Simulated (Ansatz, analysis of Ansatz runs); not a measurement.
# Can an added hole hop between O atoms in GdClO (P4/nmm)?

Aim: the energy barrier that a trapped hole meets when it moves from one O atom to another one nearby in GdClO (P4/nmm). The model is a cell of 48 host atoms.

Program: Ansatz 0.2.0. Level of theory: plane-wave PAW DFT, PBEsol+U; relaxation of all atoms of a supercell at fixed charge in a uniform background; PAW set soft_1. Results are calculated unless marked as measured.

Report form: the programs' logs are mostly left out.

### 1. The structure

The cell holds 48 atoms: 16 Gd, 16 Cl and 16 O. Its edges and angles: a = 7.857 Å, b = 7.857 Å, c = 13.261 Å, α = 90.0°, β = 90.0°, γ = 90.0°. It derives from GdClO (space group P4/nmm). Nearest the centre at fractional (0.625, 0.375, 0.500): O47 at 1.39 Å, O36 at 1.39 Å, Gd44 at 1.80 Å, Gd25 at 1.80 Å, Cl39 at 2.84 Å, Cl34 at 2.84 Å, O23 at 3.11 Å, O12 at 3.11 Å.

Hubbard terms: Gd f 6.0 eV, O p 5.0 eV. They were chosen, not fitted, to curb self-interaction in the shells named, the trial site's among them. The two sites are O47 and O36. The cell's shortest repeat is 7.9 Å. The host's moments were started antiferromagnetic in the unit cell, high spin.

### 2. The cell without the carrier

The neutral cell is relaxed first, from small random displacements, so that bond lengths and moments with the carrier can be set beside those of a relaxed cell without it.

Input file neutral.relax/input.yaml:

```yaml
crystal:
  lattice:
    - [7.85696959, 0.0, 0.0]
    - [0.0, 7.85696959, 0.0]
    - [0.0, 0.0, 13.26117039]
  atoms:
    - { symbol: Gd, position: [0.0, 0.25, 0.413435], spin: 7.0 }
    - { symbol: Gd, position: [0.25, 0.0, 0.086565], spin: -7.0 }
    - { symbol: Cl, position: [0.25, 0.0, 0.313214] }
    - { symbol: Cl, position: [0.0, 0.25, 0.186786] }
    - { symbol: O, position: [0.0, 0.0, 0.0] }
    - { symbol: O, position: [0.25, 0.25, 0.0] }
    - { symbol: Gd, position: [0.0, 0.25, 0.913435], spin: 7.0 }
    - { symbol: Gd, position: [0.25, 0.0, 0.586565], spin: -7.0 }
[... 36 atom lines left out ...]
    - { symbol: Cl, position: [0.75, 0.5, 0.813214] }
    - { symbol: Cl, position: [0.5, 0.75, 0.686786] }
    - { symbol: O, position: [0.5, 0.5, 0.5] }
    - { symbol: O, position: [0.75, 0.75, 0.5] }
basis:
  ecutwfc: 420
  xc_grid: 2
hamiltonian:
  xc: pbesol
  hubbard:
    sites: [{ species: Gd, l: f, u_eff: 6.0 }, { species: O, l: p, u_eff: 5.0 }]
    projectors: ortho-atomic
  pseudopotentials: { kind: paw, azcp: { folder: soft_1 }, xc_functional: pbe }
kpoints:
  mp_grid: { grid: [1, 1, 1] }
magnetization:
  spin_polarized: true
  initial_magnetization: 0
  spin_locking: { lock_magnetization: hard }
scf:
  occupations: { method: fermi_dirac, width: 0.01 }
  max_iter: 120
  lower_state_search: "off"
output:
  forces: true
relax:
  f_tol: 0.02
  max_steps: 70
  random_displacement: { amplitude: 0.04, seed: 1223 }
checkpoint:
  write: "../neutral.relax.run"
  compress: false
  write_wavefunctions: true
  write_every: 100000
```

Launch:

```bash
$ ansatz run input.yaml --threads 4 --pin off --max-ram 17899MiB --backend cpu --events-out ev --progress --plain --runs-dir out
```

Run time: 73 s. Hardware: 4 threads of Arm Neoverse V2, shared host; peak memory 1.8 GiB.

The largest displacement from an ideal site is 0.017 Å.

### 3. The hole on the first site

The nearest neighbour or neighbours of the site start displaced and the site's starting moment is changed by the carrier's spin, since a carrier doesn't trap itself in the undistorted lattice.

Input file A.relax/input.yaml:

```yaml
crystal:
  lattice:
    - [7.85696959, 0.0, 0.0]
    - [0.0, 7.85696959, 0.0]
    - [0.0, 0.0, 13.26117039]
  atoms:
    - { symbol: Gd, position: [0.000745, 0.250236, 0.412577], spin: 7.0 }
    - { symbol: Gd, position: [0.250659, 0.000698, 0.087159], spin: -7.0 }
    - { symbol: Cl, position: [0.250422, 0.00022, 0.311981] }
    - { symbol: Cl, position: [0.001112, 0.251269, 0.187742] }
    - { symbol: O, position: [0.00068, 0.000609, -9.8e-05] }
    - { symbol: O, position: [0.250656, 0.250625, -0.000307] }
    - { symbol: Gd, position: [0.000592, 0.250542, 0.912472], spin: 7.0 }
    - { symbol: Gd, position: [0.250875, 0.000372, 0.587285], spin: -7.0 }
[... 36 atom lines left out ...]
    - { symbol: Cl, position: [0.750832, 0.500151, 0.812047] }
    - { symbol: Cl, position: [0.501251, 0.750621, 0.687828] }
    - { symbol: O, position: [0.500857, 0.500255, 0.500065], spin: 1.0 }
    - { symbol: O, position: [0.750865, 0.750239, 0.499892] }
total_charge: 1
basis:
  ecutwfc: 420
  xc_grid: 2
hamiltonian:
  xc: pbesol
  hubbard:
    sites: [{ species: Gd, l: f, u_eff: 6.0 }, { species: O, l: p, u_eff: 5.0 }]
    projectors: ortho-atomic
  pseudopotentials: { kind: paw, azcp: { folder: soft_1 }, xc_functional: pbe }
kpoints:
  mp_grid: { grid: [1, 1, 1] }
magnetization:
  spin_polarized: true
  initial_magnetization: 1
  spin_locking: { lock_magnetization: hard }
scf:
  occupations: { method: fermi_dirac, width: 0.01 }
  max_iter: 120
  lower_state_search: "off"
output:
  forces: true
relax:
  f_tol: 0.015
  max_steps: 70
  escape_saddle: false
checkpoint:
  write: "../A.relax.run"
  compress: false
  write_wavefunctions: true
  write_every: 100000
```

Run time: 2.8 min. Hardware: 4 threads; peak memory 1.8 GiB.

Relaxation path:

| step | energy less that of the first step (eV) | largest force component (eV/Å) |
| --- | --- | --- |
| 1 | 0.0000 | 1.6218 |
| 2 | -0.0726 | 1.3688 |
| 3 | -0.4403 | 0.3078 |
| 4 | -0.4547 | 0.0699 |
| 5 | -0.4575 | 0.0450 |
| 6 | -0.4603 | 0.0230 |
| 7 | -0.4627 | 0.0436 |
| 8 | -0.4645 | 0.0359 |
| 9 | -0.4647 | 0.0275 |
| 10 | -0.4650 | 0.0123 |
| 11 | -0.4650 | 0.0123 |

The atoms that moved most (Å):

| atom | dx | dy | dz | length |
| --- | --- | --- | --- | --- |
| O47 | 0.000 | 0.002 | -0.176 | 0.176 |
| Cl46 | -0.003 | -0.108 | -0.029 | 0.112 |
| Cl34 | 0.001 | 0.107 | -0.029 | 0.111 |
| Gd44 | -0.110 | 0.002 | 0.010 | 0.111 |
| Gd20 | 0.110 | 0.002 | 0.012 | 0.111 |
| Gd25 | 0.000 | 0.080 | 0.008 | 0.080 |
| O23 | 0.000 | 0.002 | 0.079 | 0.079 |
| Gd37 | 0.000 | -0.076 | 0.009 | 0.076 |

The moves above count from the input, in which the site's nearest neighbours were already displaced; the distances below compare with the cell without the carrier.

Distances from O47 without and with the hole:

| atom | without (Å) | with (Å) |
| --- | --- | --- |
| Gd20 | 2.28 | 2.49 |
| Gd44 | 2.28 | 2.49 |
| Gd37 | 2.28 | 2.32 |
| Gd25 | 2.28 | 2.32 |
| O48 | 2.78 | 2.72 |
| O12 | 2.78 | 2.72 |
| O36 | 2.78 | 2.72 |
| O24 | 2.78 | 2.72 |

The largest changes of the moments are 0.74 μB on O47, 0.04 μB on O12 and 0.04 μB on O48. The largest part sits on the chosen site.

### 4. The hole on the second site

The same start is made on the second site, to get the end of the hop.

Input file B.relax/input.yaml:

```yaml
crystal:
  lattice:
    - [7.85696959, 0.0, 0.0]
    - [0.0, 7.85696959, 0.0]
    - [0.0, 0.0, 13.26117039]
  atoms:
    - { symbol: Gd, position: [0.022764, 0.250236, 0.404961], spin: 7.0 }
    - { symbol: Gd, position: [0.250659, 0.000698, 0.087159], spin: -7.0 }
[... 22 atom lines left out ...]
    - { symbol: Gd, position: [0.478879, 0.250258, 0.405035], spin: 7.0 }
[... 8 atom lines left out ...]
    - { symbol: Cl, position: [0.50062, 0.250359, 0.687781] }
[... 1 atom line left out ...]
    - { symbol: O, position: [0.750873, 0.250225, 0.500064], spin: 1.0 }
[... 2 atom lines left out ...]
    - { symbol: Cl, position: [0.750306, 0.500315, 0.312079] }
[... 4 atom lines left out ...]
    - { symbol: Gd, position: [0.750847, 0.522257, 0.594967], spin: -7.0 }
[... 2 atom lines left out ...]
    - { symbol: O, position: [0.500857, 0.500255, 0.500065] }
    - { symbol: O, position: [0.750865, 0.750239, 0.499892] }
total_charge: 1
basis:
  ecutwfc: 420
  xc_grid: 2
hamiltonian:
  xc: pbesol
  hubbard:
    sites: [{ species: Gd, l: f, u_eff: 6.0 }, { species: O, l: p, u_eff: 5.0 }]
    projectors: ortho-atomic
  pseudopotentials: { kind: paw, azcp: { folder: soft_1 }, xc_functional: pbe }
kpoints:
  mp_grid: { grid: [1, 1, 1] }
magnetization:
  spin_polarized: true
  initial_magnetization: 1
  spin_locking: { lock_magnetization: hard }
scf:
  occupations: { method: fermi_dirac, width: 0.01 }
  max_iter: 120
  lower_state_search: "off"
output:
  forces: true
relax:
  f_tol: 0.015
  max_steps: 70
  escape_saddle: false
checkpoint:
  write: "../B.relax.run"
  compress: false
  write_wavefunctions: true
  write_every: 100000
```

It took 2.7 min on 4 threads; peak memory 1.8 GiB.

Distances from O36 without and with the hole:

| atom | without (Å) | with (Å) |
| --- | --- | --- |
| Gd44 | 2.28 | 2.49 |
| Gd32 | 2.28 | 2.49 |
| Gd1 | 2.28 | 2.32 |
| Gd25 | 2.28 | 2.32 |
| O11 | 2.78 | 2.72 |
| O47 | 2.78 | 2.72 |
| O35 | 2.78 | 2.72 |
| O23 | 2.78 | 2.72 |

The largest changes of the moments are 0.74 μB on O36, 0.05 μB on O47 and 0.05 μB on O11. The largest part sits on the chosen site.

### 5. Points on the line between the two structures

All atoms move on the straight line between the two relaxed structures, 4.81 amu^1/2 Å long in mass-weighted terms. Each point starts from the state of the point before, once from either end, so that both localised states can be followed; the midpoint is also started with the carrier shared.

Input file A.x0500/input.yaml:

```yaml
crystal:
  lattice:
    - [7.85696959, 0.0, 0.0]
    - [0.0, 7.85696959, 0.0]
    - [0.0, 0.0, 13.26117039]
  atoms:
    - { symbol: Gd, position: [0.006833, 0.252706, 0.409537], spin: 7.0 }
    - { symbol: Gd, position: [0.249967, -0.000306, 0.0865], spin: -7.0 }
[... 22 atom lines left out ...]
    - { symbol: Gd, position: [0.494789, 0.244228, 0.405662], spin: 7.0 }
[... 8 atom lines left out ...]
    - { symbol: Cl, position: [0.507553, 0.25731, 0.685612] }
[... 1 atom line left out ...]
    - { symbol: O, position: [0.748267, 0.253536, 0.493655] }
[... 2 atom lines left out ...]
    - { symbol: Cl, position: [0.754422, 0.50396, 0.313942] }
[... 4 atom lines left out ...]
    - { symbol: Gd, position: [0.754961, 0.504487, 0.59575], spin: -7.0 }
[... 2 atom lines left out ...]
    - { symbol: O, position: [0.504133, 0.497772, 0.493621], spin: 1.0 }
    - { symbol: O, position: [0.748244, 0.747324, 0.503162] }
total_charge: 1
basis:
  ecutwfc: 420
  xc_grid: 2
hamiltonian:
  xc: pbesol
  hubbard:
    sites: [{ species: Gd, l: f, u_eff: 6.0 }, { species: O, l: p, u_eff: 5.0 }]
    projectors: ortho-atomic
  pseudopotentials: { kind: paw, azcp: { folder: soft_1 }, xc_functional: pbe }
kpoints:
  mp_grid: { grid: [1, 1, 1] }
magnetization:
  spin_polarized: true
  initial_magnetization: 1
  spin_locking: { lock_magnetization: hard }
scf:
  occupations: { method: fermi_dirac, width: 0.01 }
  max_iter: 120
  lower_state_search: "off"
output:
  forces: true
  eigenvalues: true
  eigenstates: { localisation: true }
  write_density: true
  write_potential: true
  volumetric_format: npy
checkpoint:
  read: "../A.x0375.run"
  write: "../A.x0500.run"
  compress: false
  write_wavefunctions: true
  write_every: 100000
```

It took 34 s on 4 threads; peak memory 1.8 GiB.

From eigenstates.tsv, first k-point; energies on the run's zero. The participation number counts the atoms that a state is spread over, of 48; bands count from 0.

| spin | band | energy (eV) | occupation | participation | largest share on | share |
| --- | --- | --- | --- | --- | --- | --- |
| down | 241 | 8.479 | 1.00 | 22.4 | Cl46 | 0.08 |
| down | 242 | 8.494 | 1.00 | 26.0 | Cl39 | 0.11 |
| down | 243 | 8.522 | 1.00 | 17.2 | Cl27 | 0.13 |
| down | 244 | 8.581 | 1.00 | 16.4 | Cl39 | 0.18 |
| down | 245 | 8.848 | 1.00 | 23.2 | O30 | 0.06 |
| down | 246 | 8.891 | 1.00 | 27.5 | O30 | 0.05 |
| down | 247 | 9.392 | 0.00 | 4.4 | O47 | 0.33 |
| down | 248 | 13.616 | 0.00 | 28.4 | Gd44 | 0.07 |
| down | 249 | 14.120 | 0.00 | 12.0 | Gd8 | 0.13 |
| down | 250 | 14.123 | 0.00 | 12.6 | Gd8 | 0.13 |
| down | 251 | 14.298 | 0.00 | 11.7 | Gd8 | 0.14 |
| up | 242 | 8.476 | 1.00 | 19.2 | Cl27 | 0.11 |
| up | 243 | 8.485 | 1.00 | 17.9 | Cl39 | 0.14 |
| up | 244 | 8.496 | 1.00 | 20.1 | Cl34 | 0.11 |
| up | 245 | 8.502 | 1.00 | 21.5 | Cl46 | 0.09 |
| up | 246 | 8.875 | 1.00 | 24.5 | O30 | 0.06 |
| up | 247 | 8.882 | 1.00 | 24.9 | O30 | 0.06 |
| up | 248 | 13.598 | 0.00 | 22.5 | Gd44 | 0.11 |
| up | 249 | 14.191 | 0.00 | 14.0 | Gd1 | 0.12 |
| up | 250 | 14.204 | 0.00 | 12.5 | Gd13 | 0.12 |
| up | 251 | 14.270 | 0.00 | 8.9 | Gd44 | 0.25 |
| up | 252 | 14.288 | 0.00 | 9.0 | Gd44 | 0.27 |

Under PBEsol+U (5, 6 eV) at the zone centre alone, the highest filled state is spin down, spread over 27 of 48 atoms, and the lowest empty one, 0.50 eV above it, is spin down, spread over 4 of 48 atoms.

Spin density in the ab plane at fractional z = 0.500, through the centre, with atoms of O within 0.45 Å of it.

Ten even steps from '_' (-0.03 e/Å³) to '@' (0.74 e/Å³), each cell a mean:
```
....________________________________________
____________________________________________
____________________________________________
__________..________________________________
________..::________________________________
__________....______________________________
__________....______________________________
____________________________________________
____________________..______________________
__________________::==::____________________
__________________--@@**==..________________
__________________....####::________________
______________________::::__________________
____________________________________________
______________________________::==..________
____________________________..++@@::________
______________________________..**##::______
________________________________==++::______
________________________________....________
____________________________________________
__________________________________________..
....____________________________________..::
```
Columns run along a (7.9 Å), rows up along b (7.9 Å). Atoms in or near the plane, at fractional coordinates: O at (0.00, 0.00), O at (0.25, 0.25), O at (0.00, 0.50), O at (0.25, 0.75), O at (0.50, 0.00), O at (0.75, 0.25), O at (0.50, 0.50), O at (0.75, 0.75).

Valence density in the ab plane at fractional z = 0.500, through the centre, with atoms of O within 0.45 Å of it. It is the smooth field of the valence electrons, not physical close to the nuclei.

Ten even steps from '0' (0.1 e/Å³) to '9' (7.6 e/Å³), each cell a mean:
```
6200000001463000000015
1000000000111000000001
0000000000000000000000
0000021000000001210000
0000265100000003751000
0000397200000014972000
0000143100000002431000
0000010000000000100000
0000000000000000000000
4200000000242000000013
9400000001694100000027
7300000001573000000015
2100000000121000000001
0000000000000000000000
0000122000000001210000
0000376200000003751000
0000397200000004961000
0000133100000001320000
0000000000000000000000
1000000000010000000000
4200000001352000000013
9400000001695100000027
```
Columns run along a (7.9 Å), rows up along b (7.9 Å). Atoms in or near the plane, at fractional coordinates: O at (0.00, 0.00), O at (0.25, 0.25), O at (0.00, 0.50), O at (0.25, 0.75), O at (0.50, 0.00), O at (0.75, 0.25), O at (0.50, 0.50), O at (0.75, 0.75).

Electrostatic potential energy in the ab plane at fractional z = 0.500, through the centre, with atoms of O within 0.45 Å of it. With pseudopotentials it is smooth inside the atoms' cores, unlike the true potential.

Ten even steps from '_' (-28 eV) to '@' (13 eV), each cell a mean:
```
__--@@@@%%####%%@@##..__--%%@@%%##%%%%@@**..
**%%@@@@@@%%%%@@@@@@##**%%@@@@@@%%@@@@@@@@##
@@@@@@@@@@@@@@@@@@@@@@@@@@@@@@@@@@@@@@@@@@@@
%%%%@@@@%%++**@@@@@@%%%%@@@@@@%%++**@@@@@@%%
##%%@@@@--__..**@@@@%%##%%@@%%--__..**@@%%##
####@@%%::____==@@%%%%##%%@@%%::____++@@%%##
%%%%@@@@**::::##@@@@%%%%%%@@@@++::--%%@@@@%%
@@@@@@@@@@%%%%@@@@@@@@@@@@@@@@@@%%%%@@@@@@@@
%%@@@@@@@@@@@@@@@@@@@@%%@@@@@@@@@@@@@@@@@@%%
::++@@@@%%%%%%@@@@%%--::++@@@@@@%%%%@@@@%%--
__::%%@@%%##%%%%@@**____..##@@%%%%%%@@@@++__
__--@@@@%%%%%%@@@@##..__::%%@@%%%%%%@@@@**..
++%%@@@@@@%%@@@@@@@@**++##@@@@@@@@@@@@@@@@**
@@@@@@@@@@@@@@@@@@@@@@@@@@@@@@@@@@@@@@@@@@@@
%%@@@@@@%%==++@@@@@@@@@@@@@@@@##==++@@@@@@@@
##%%@@@@--____++@@@@%%%%%%@@%%::____**@@@@%%
##%%@@%%::____==@@@@%%%%%%@@%%::____++@@%%%%
%%%%@@@@**::--%%@@@@%%%%@@@@@@**::--%%@@@@%%
@@@@@@@@@@%%@@@@@@@@@@@@@@@@@@@@%%@@@@@@@@@@
%%@@@@@@@@@@@@@@@@@@%%%%@@@@@@@@@@@@@@@@@@%%
..++@@@@%%%%%%%%@@%%--..==@@@@%%%%%%@@@@##::
__::%%@@%%####%%@@**____..##@@%%##%%%%@@++__
```
Columns run along a (7.9 Å; values clipped at the 3rd and 97th percentile), rows up along b (7.9 Å). Atoms in or near the plane, at fractional coordinates: O at (0.00, 0.00), O at (0.25, 0.25), O at (0.00, 0.50), O at (0.25, 0.75), O at (0.50, 0.00), O at (0.75, 0.25), O at (0.50, 0.50), O at (0.75, 0.75).

Free energies from the first end:

| started from | fraction | energy (eV) | moment change on O47 (μB) | on O36 (μB) |
| --- | --- | --- | --- | --- |
| first site | 0 | 0.000 | 0.74 | 0.04 |
| first site | 0.125 | 0.015 | 0.71 | 0.06 |
| first site | 0.25 | 0.057 | 0.68 | 0.10 |
| first site | 0.375 | 0.111 | 0.60 | 0.18 |
| first site | 0.5 | 0.143 | 0.40 | 0.40 |
| first site | 0.625 | 0.110 | 0.18 | 0.60 |
| second site | 0.875 | 0.015 | 0.07 | 0.71 |
| second site | 0.75 | 0.056 | 0.10 | 0.68 |
| second site | 0.625 | 0.110 | 0.18 | 0.60 |
| second site | 0.5 | 0.143 | 0.40 | 0.40 |
| second site | 0.375 | 0.111 | 0.60 | 0.18 |
| shared | 0.5 | 0.143 | 0.40 | 0.40 |
| second site | 1 | 0.000 | 0.05 | 0.74 |

### 6. Summary of results

```yaml
barrier_forward: 0.14 eV
barrier_backward: 0.14 eV
distance_of_the_two_sites_without_the_carrier: 2.78 Å
carrier_at_the_midpoint: shared
```

**Reading.** On this line the hole must cross 0.14 eV to hop 2.78 Å; both ends have the same energy within 0.005 eV. At the midpoint the lowest state found shares the carrier between both sites, and no finished start kept it on one. That fits an adiabatic hop but does not prove it, since self-interaction left by this U favours sharing too. With an assumed attempt frequency of 1e13 per second the rate at 300 K would be 4e+10 per second for this barrier, if every crossing succeeded. A straight line need not be the lowest path, so the true barrier at this U can be lower, or higher if the ends can still break their symmetry. No run compares the localised hole with one spread in the band, so its binding is unknown and the barrier may exceed it. The magnetic order was assumed and need not be the ground state. The total moment is locked, so a carrier of the other spin direction was not tried. The program's search for lower electronic states was switched off in all runs, so that each state is followed; none is shown to be the lowest at its structure. No image-charge correction is applied; it nearly cancels along the line while the charge stays localised. What this leaves open: sampling at the zone centre alone can move energies of charged and open-shell states by tenths of an eV or more in cells of this size; the images are only 7.9 Å apart; gap and trapping depend on the U chosen (Gd f 6.0 eV, O p 5.0 eV); spin–orbit coupling, which can matter with heavy atoms, is left out.

[Logs are printed without paths, hosts, clocks, repeated set-up lines and the standing remarks that a program may print on its own settings, such as how far it seeks lower states.]

[Hosts, paths, dates, database ids (printed as entryN), source tags and the programs' standing remarks are cut or masked in the printed files.]
